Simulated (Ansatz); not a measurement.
# Ti2CF2 monolayer: from the cell to its phonons, part 3 of 3

Wanted: phonon frequencies of Ti2CF2 monolayer and what follows from them.

Ansatz 0.2.0; DFT PBE, scalar-relativistic, plane waves, PAW; PAW set soft_1.

So far. Step 4 (Relaxing to small forces for the phonons): The largest force component left is 0.031 meV/Å, within the tolerances set. Step 5 (Zone-centre response): Before it was imposed, the acoustic sum rule was missed by 2.9e-5 eV/Å². Small misses are needed for a sound result but don't prove that mesh and cutoff are converged. The lowest optical mode is real, 193 cm⁻¹.

**6. The dispersion**

Stability and thermal properties need the whole zone. Linear response on a 4×4×1 q mesh gives force constants as far as a supercell of that size would.

input.yaml reads:

```yaml
crystal:
  lattice:
    - [3.0549455657, 0.0, 0.0]
    - [-1.5274727829, 2.6456604671, 0.0]
    - [0.0, 0.0, 33.2]
  atoms:
    - { symbol: C, position: [0.0, 0.0, 0.3012048193] }
    - { symbol: Ti, position: [0.3333333333, 0.6666666667, 0.3354273938] }
    - { symbol: Ti, position: [0.6666666667, 0.3333333333, 0.2669822448] }
    - { symbol: F, position: [0.6666666667, 0.3333333333, 0.3731657127] }
    - { symbol: F, position: [0.3333333333, 0.6666666667, 0.2292439259] }
  periodic: [true, true, false]
kpoints:
  mp_grid: { grid: [20, 20, 1] }
hamiltonian:
  xc: pbe
  pseudopotentials: { kind: paw, azcp: { folder: soft_1 } }
scf:
  occupations: { method: methfessel_paxton, width: 0.2 }
output:
  eigenvalues: true
phonons:
  method: dfpt
  qmesh: [4, 4, 1]
  temperatures: { t_max: 1000, t_step: 50 }
  qpath:
    path:
      - [0.0, 0.0, 0.0]
      - [0.5, 0.0, 0.0]
      - [0.33333333, 0.33333333, 0.0]
      - [0.0, 0.0, 0.0]
    npoints: 10
```

Started as:

```bash
> ansatz run input.yaml --threads 4 --pin off --max-ram 16384MiB --backend cpu --events-out ev --progress --plain --runs-dir out
```

Numbers of over 12 decimals in the logs are rounded to 6 here.

Log:

```text
[...]
Crystal: 5 atoms, lattice volume = 268.334 Å³
Basis set: ecut = 420 eV, 5235 PW (Γ), exchange–correlation on 48×48×450 points (8 copies of the dense FFT grid, shifted against one another)
Bands: 26, of which v1, the nominal top of the filled ones, is band 21 counted from 1 (20 counted from 0)
Symmetry: 12 space group operations
k-points: 44 of 400 (irreducible under 6 space group operations, time reversal used)
[...]
SCF iter   1: F=—  HF=-6878.043676 eV  |F-HF|=—  |Δ(HF+E_count)|=         —  Δρ=7.31e-2  dr2=2.27e1  ethr=3.10e-3  ⟨swp⟩=9.5  Hψ=7659  notcnv=0
[...]
SCF iter   2: F=—  HF=-6886.934405 eV  |F-HF|=—  |Δ(HF+E_count)|=    8.89e0  S|Δr|=    0.00e0  Δρ=1.38e-1  dr2=6.87e1  ethr=3.10e-3  ⟨swp⟩=8.3  Hψ=11458  notcnv=0  recentre
automatic band count: the SCF goes on with 31 bands, as 26 were too few: they end inside the smearing window of the response
SCF iter   3: F=—  HF=-6872.695001 eV  |F-HF|=—  |Δ(HF+E_count)|=    1.42e1  S|Δr|=    0.00e0  Δρ=1.54e-2  dr2=8.92e-1  ethr=3.10e-3  ⟨swp⟩=4.8  Hψ=5267  notcnv=0  defer=85
[...]
SCF iter  12: F=-6872.479005 eV  HF=-6872.479005 eV  |F-HF|=7.19e-11  |Δ(HF+E_count)|=   6.62e-9  S|Δr|=    0.00e0  Δρ=5.29e-8  dr2=5.22e-12  ethr=1.00e-12  ⟨swp⟩=27.1  Hψ=14693  notcnv=0
SCF 1 converged in 12 iterations: F = -6872.479005 eV  dr2 = 5.22e-12
[...]
phonons: the bands overlap, so this run is a metal and interpolates without the dipole-dipole term. If the crystal is really an insulator or semiconductor, its LO-TO splitting is missing
NSCF: frozen V_eff on 44 k-points
WARN: eigensolver did not converge (k=39): 1 band(s) unlocked after 3 eigensolves, warm-restarted (20 sweeps on the last) at ethr=1.20e-12 eV (storage-precision floor; scheduled 1.00e-12 eV) (lowest unlocked band 30, counted from 0; max residual 6.10e-6 eV among the unlocked bands, 6.10e-6 eV over every band; other slots of this pass that fall short are told together in one closing line; warning suppressed until the next SCF loop or pass starts)
WARN: eigensolver did not converge in 2 slots of this pass, the one above among them; of largest residual over every band (k=43): 1 band(s) unlocked (lowest unlocked band 30, counted from 0; max residual 6.48e-5 eV among the unlocked bands, 6.48e-5 eV over every band); of lowest unlocked band (k=39): band 30
[...]
DFPT response loops at q = (0, 0, 0) (fractional): preconditioner auto → none (partly filled bands, converged f_vac=0.780); β = 0.50; Broyden in place of MSR1
[...]
SCF converged after 12 iterations
[...]
Free energy (F): -6872.479005 eV
[...]
Internal energy: -6872.475492 eV  (E = F + TS)
E sigma→0 (E₀):  -6872.478127 eV
Entropy (-TS):   -0.003513 eV (-0.703 meV/atom)
Fermi energy:    -4.806745 eV
[...]
--- Band table (eV; the first three rows and the last of 44) ---
  k-point 0: bands = [... 17 lower, -8.6168, -7.4641, -7.4641, -4.8641, -4.8641, -4.5640, -3.2373, -3.2373, ... 6 higher]
  k-point 1: bands = [... 17 lower, -8.5980, -7.5579, -7.4843, -4.9048, -4.8193, -4.5419, -3.2660, -3.2344, ... 6 higher]
  k-point 2: bands = [... 17 lower, -8.5526, -7.8059, -7.5374, -5.0439, -4.6913, -4.4547, -3.3165, -3.2129, ... 6 higher]
  k-point 43: bands = [... 17 lower, -9.2680, -9.1164, -8.2389, -4.4795, -3.9331, -3.6784, -2.8974, -2.7860, ... 6 higher]
  ° read free of the cell's end (the report's vacuum.weakly_bound_levels)
--- Phonons (Γ-DFPT): 10 representative perturbations + reference (Σ response iterations 60) ---
  ASR residual: 4.808e-5 → 0.000e0 eV/Å²; symmetrization residual: 3.308e-6 eV/Å²
[...]
ASR residual per site (eV/Å²): 4.81e-5 1.64e-5 2.23e-5 2.36e-5 3.20e-5
[...]
--- Phonons (arbitrary-q DFPT): 4 irreducible q on the 4×4×1 mesh ---
  q = [0.0000, 0.0000, 0.0000] (star 1, of the zone-centre solve; hermiticity 2.64e-7, symmetrization 4.28e-11, taken by the last average 1.64e-7): -0.00 0.00 0.00 193.05 193.05 253.23 253.23 257.49 257.49 285.63 459.39 506.41 673.68 675.74 675.74
  q = [0.0000, 0.2500, 0.0000] (star 6, 15 solved perturbations on 210 of 400 k-point pairs; hermiticity 4.26e-7, symmetrization 1.39e-10, taken by the last average 2.39e-7): 113.16 140.53 207.87 215.31 244.03 245.76 248.67 265.95 293.19 323.20 420.84 430.59 651.30 675.58 676.53
[...]
q = [0.2500, 0.2500, 0.0000] (star 6, 10 solved perturbations in 3050 linear systems a pass and spin channel, the states on 400 of 400 k-point pairs; hermiticity 4.05e-7, symmetrization 5.20e-11, taken by the last average 1.83e-7): 204.01 231.50 233.56 238.07 244.46 252.70 264.21 274.05 290.88 316.67 371.81 387.79 634.93 662.71 666.74
  sum rule: each row above includes the acoustic sum rule's correction from the zone centre's row sums; it moved no ω² by more than (1.04 cm⁻¹)²
  mesh force constants: q→R imaginary residual 3.31e-18; ASR residual 4.808e-5 → 0.000e0 eV/Å²; symmetrization residual 1.776e-14 eV/Å²
  interpolated dispersion: 31 rows × 15 modes
  density of states and harmonic sums: on the 24×24×1 q-mesh, interpolated from the force constants of a 4×4×1 supercell (no non-analytic term)
  largest difference from the sums on the solved wave vectors: F 4.54e-2 eV, S 6.02e-5 and C_V 1.48e-5 eV/K
  zero-point energy: 0.322037 eV/cell   skipped modes (ω ≤ 0): 4, of them read as no rigid motion or as one in doubt: 1 (1.042e-2 modes/cell left out, lowest -3.39 cm⁻¹)   left out of the sums: 1.04e-3 of the cell's modes: C_V's classical limit lies that fraction below 3 k_B per atom; for a crystal, a wire or a layer, F and S can be off by more, and a phonons.interpolated_qmesh denser along its periods is the remedy for the sampling
```

Run time: 31 min. Hardware: 4 threads of Arm Neoverse V2, shared host; peak memory 5.9 GiB.

This step gave:

```
sum-rule residual before enforcement                       : 4.81e-5 eV/Å²
lowest frequency on the path                               : 0 cm⁻¹
highest frequency on the path or at a solved wavevector    : 678.3 cm⁻¹
mean frequency                                             : 346.7 cm⁻¹
lowest optical zone-centre mode                            : 193.1 cm⁻¹
lowest mode on the q mesh (acoustic modes at Γ apart)      : 113.2 cm⁻¹
zero-point energy per atom                                 : 64.41 meV
heat capacity at 300 K                                     : 19.56 J/(mol atoms K)
vibrational entropy at 300 K                               : 18.37 J/(mol atoms K)
edges of the widest gap between branches, on path and mesh : 506.4, 632.1 cm⁻¹
```

Frequencies (cm⁻¹) solved at each irreducible wavevector; negative means imaginary. Frequencies by wavevector, by row:

```
q in reciprocal lattice units  star  mode 1  mode 2  mode 3  mode 4  mode 13  mode 14  mode 15
                        0 0 0     1       0       0       0   193.1    673.7    675.7    675.7
                     0 0.25 0     6   113.2   140.5   207.9   215.3    651.3    675.6    676.5
                     0 -0.5 0     3   213.8   221.2   227.6   229.1    634.7    670.4    671.8
                  0.25 0.25 0     6     204   231.5   233.6   238.1    634.9    662.7    666.7
```

Interpolated from a 4×4×1 q mesh. Phonon branches along the path, in cm⁻¹:

```
  point  branch 1  branch 2  branch 3  branch 4  branch 12  branch 13  branch 14  branch 15
      Γ         0         0         0       193        506        674        676        676
halfway       113       140       208       215        431        651        676        676
      M       214       221       228       229        400        635        670        672
halfway       216       234       234       243        387        634        663        667
      K       232       241       241       246        366        632        660        660
halfway       134       168       214       234        413        646        673        674
      Γ         0         0         0       193        506        674        676        676
```

Tetrahedra on a 24×24×1 mesh, mean over bins of 10 cm-1. Interpolated from a 4×4×1 q mesh. Phonon density of states against wavenumber; read off at these points:

```
wavenumber (cm⁻¹)  phonon density of states (1/cm⁻¹/cell)
               -5                                  7.9e-4
               15                                 0.00174
               45                                 0.00328
               65                                 0.00406
               85                                  0.0049
              115                                 0.00628
              135                                 0.00746
              155                                 0.00913
              185                                  0.0135
              205                                  0.0396
              225                                  0.0629
              235                                   0.122
              255                                   0.126
              275                                  0.0431
              295                                  0.0641
              325                                  0.0323
              345                                       0
              375                                  0.0293
              395                                  0.0292
              405                                  0.0297
              415                                  0.0191
              445                                 0.00846
              465                                 0.00293
              485                                 0.00252
              515                                       0
              535                                       0
              555                                       0
              585                                       0
              605                                       0
              625                                       0
              635                                  0.0531
              655                                  0.0142
              675                                   0.121
```

The partial phonon density of states has structure finer than the step of the table below, so its rows give means over 25 cm⁻¹, whole bins alone (the curve runs from -12.1 to 709 cm⁻¹). Peaks (cm⁻¹: height): C 636.1: 0.0410, 672.3: 0.105; F 241.7: 0.0746, 291.6: 0.0300, 373.2: 0.0195; Ti 255.3: 0.0560, 309.7: 0.0275, 400.4: 0.0125, 672.3: 0.00747.

Phonopy on the run's constants, 21x21x1 mesh, Gaussian sigma 5.1 cm-1. Interpolated from a 4×4×1 q mesh. Table of partial phonon density of states by wavenumber; means over each step; values in 1/cm⁻¹/cell:

```
wavenumber (cm⁻¹)        C        F       Ti
               25   1.8e-4   5.9e-4  0.00141
               50   2.9e-4  0.00100  0.00236
               75   3.4e-4  0.00120  0.00276
              100   4.1e-4  0.00156  0.00353
              125   4.9e-4  0.00207  0.00446
              150   5.3e-4  0.00264  0.00537
              175   6.1e-4  0.00403  0.00722
              200   7.7e-4   0.0159   0.0180
              225   9.1e-4   0.0397   0.0342
              250  0.00143   0.0694   0.0525
              275   6.1e-4   0.0282   0.0276
              300   6.4e-4   0.0182   0.0253
              325   2.0e-4  0.00424   0.0179
              350   1.4e-5  0.00201   8.2e-4
              375   2.3e-4   0.0169  0.00660
              400   2.4e-4   0.0163   0.0108
              425   1.8e-4  0.00883  0.00543
              450   1.6e-4  0.00451  0.00263
              475   2.9e-5  0.00141  0.00149
              500   4.1e-6   7.6e-4   9.6e-4
              525        0   1.8e-5   2.2e-5
              550        0        0        0
              575        0        0        0
              600   7.2e-7        0        0
              625   0.0139   4.9e-5   8.9e-4
              650   0.0303   1.1e-4  0.00225
              675   0.0666   1.1e-4  0.00488
```

Harmonic thermodynamic functions per atom, from the density of states. Interpolated from a 4×4×1 q mesh. Thermodynamic functions, by row:

```
T (K)  F_vib (meV/atom)  S (J/mol-atom/K)  C_V (J/mol-atom/K)
    0             64.41                 0                   0
  100             63.41             3.236               7.208
  200             55.97             11.19               15.63
  300             40.54             18.37               19.56
  400             18.33              24.3               21.53
  500             -9.48             29.23               22.62
  600               -42             33.41               23.27
  700            -78.55             37.03               23.68
  800            -118.6             40.22               23.96
  900            -161.8             43.05               24.15
 1000            -207.8              45.6               24.29
```

Symmetry leaves 4 wavevectors to solve. The lowest mode among them, the acoustic zeros apart, lies at q = (0, 0.25, 0) and is real, 113 cm⁻¹.

**7. Another isotope, element C, natural mass 12.011 amu**

An isotope changes the mass and not the force constants, so no new electronic calculation is needed; the shifts show which modes move this element.

The same force constants with the mass of C changed from 12.011 to 13.003 u (phonopy, no LO-TO term). Both lists are sorted by frequency; levels can cross, so a row need not hold one and the same mode. Modes under 3 cm⁻¹ are left out. Isotope shifts, by row, the first 40 of 57 rows:

```
       q  rank  natural mass (cm⁻¹)  changed mass (cm⁻¹)
   0 0 0     4                193.1                193.1
   0 0 0     5                193.1                193.1
   0 0 0     6                253.2                253.2
   0 0 0     7                253.2                253.2
   0 0 0     8                257.5                257.3
   0 0 0     9                257.5                257.3
   0 0 0    10                285.6                285.6
   0 0 0    11                459.4                458.5
   0 0 0    12                506.4                506.4
   0 0 0    13                673.7                  651
   0 0 0    14                675.7                652.1
   0 0 0    15                675.7                652.1
0 0.25 0     1                113.2                112.8
0 0.25 0     2                140.5                140.2
0 0.25 0     3                207.9                207.9
0 0.25 0     4                215.3                  215
0 0.25 0     5                  244                  244
0 0.25 0     6                245.8                245.7
0 0.25 0     7                248.7                248.5
0 0.25 0     8                265.9                265.7
0 0.25 0     9                293.2                293.1
0 0.25 0    10                323.2                323.2
0 0.25 0    11                420.8                420.5
0 0.25 0    12                430.6                430.4
0 0.25 0    13                651.3                628.3
0 0.25 0    14                675.6                651.3
0 0.25 0    15                676.5                652.5
0 -0.5 0     1                213.8                213.8
0 -0.5 0     2                221.2                221.2
0 -0.5 0     3                227.6                227.4
0 -0.5 0     4                229.1                228.6
0 -0.5 0     5                235.3                235.3
0 -0.5 0     6                248.8                248.4
0 -0.5 0     7                260.8                260.8
0 -0.5 0     8                280.4                280.4
0 -0.5 0     9                288.6                288.5
0 -0.5 0    10                304.9                304.6
0 -0.5 0    11                  375                374.7
0 -0.5 0    12                  400                  400
0 -0.5 0    13                634.7                611.7
```

A mode of this element alone would shift by -3.89 %. The highest zone-centre frequency without the field goes from 675.7 to 652.1 cm⁻¹ (-3.5 %). The product of the frequency ratios over all optical modes at Γ is 0.897; the product rule, (m/m′)^(3k/2) (M′/M)^(3/2) with k = 1 such atoms and M the mass of the cell, gives 0.897.

**8. Another isotope, element Ti, natural mass 47.867 amu**

The same for Ti, from 47.87 to 49.94 u.

A mode of this element alone would shift by -2.10 %. The highest zone-centre frequency without the field goes from 675.7 to 674.3 cm⁻¹ (-0.2 %). The product of the frequency ratios over all optical modes at Γ is 0.918; the product rule, (m/m′)^(3k/2) (M′/M)^(3/2) with k = 2 such atoms and M the mass of the cell, gives 0.918.

**9. Outcome**

- space group after relaxation (within 0.01 Å): P-3m1
- area per atom: 1.62 Å²
- electronic character: no gap on this mesh
- highest optical mode at the zone centre (no LO-TO term): 676 cm⁻¹
- lowest optical zone-centre mode: 193 cm⁻¹
- lowest mode on the q mesh (acoustic modes at Γ apart): 113 cm⁻¹
- highest frequency on the path or at a solved wavevector: 678 cm⁻¹
- zero-point energy per atom: 64.4 meV
- heat capacity at 300 K: 19.6 J/(mol atoms K)
- vibrational entropy at 300 K: 18.4 J/(mol atoms K)
- imaginary modes on the 4×4×1 q mesh: none

What this shows: The structure is a minimum as far as tested: no mode is imaginary at the 4 irreducible wavevectors of the 4×4×1 mesh, and the softest away from the acoustic zeros lies at 113 cm⁻¹. The optical modes at Γ span 193 to 676 cm⁻¹. The highest mode in this list at Γ, 675.7 cm⁻¹, is mostly motion of C (90 % of the kinetic energy). On the path and the mesh, the widest gap between branches runs from 506 to 632 cm⁻¹. With no gap, or one that is small against the smearing, the frequencies hang on the k mesh and the smearing, most of all near Kohn anomalies. In a sheet or slab the interpolated bending branch near Γ is rough, since the rotational sum rule isn't imposed. A phonon run warned that its eigensolver left some bands unconverged in a pass. The starting cell was built on a prototype and not taken from a measurement. These are harmonic frequencies at zero temperature: anharmonic shifts, linewidths and thermal expansion are left out.

[Logs are printed without paths, hosts, clocks, repeated set-up lines and the standing remarks that a program may print on its own settings, such as how far it seeks lower states.]

[Hosts, paths, dates, database ids (printed as entryN), source tags and the programs' standing remarks are cut or masked in the printed files.]
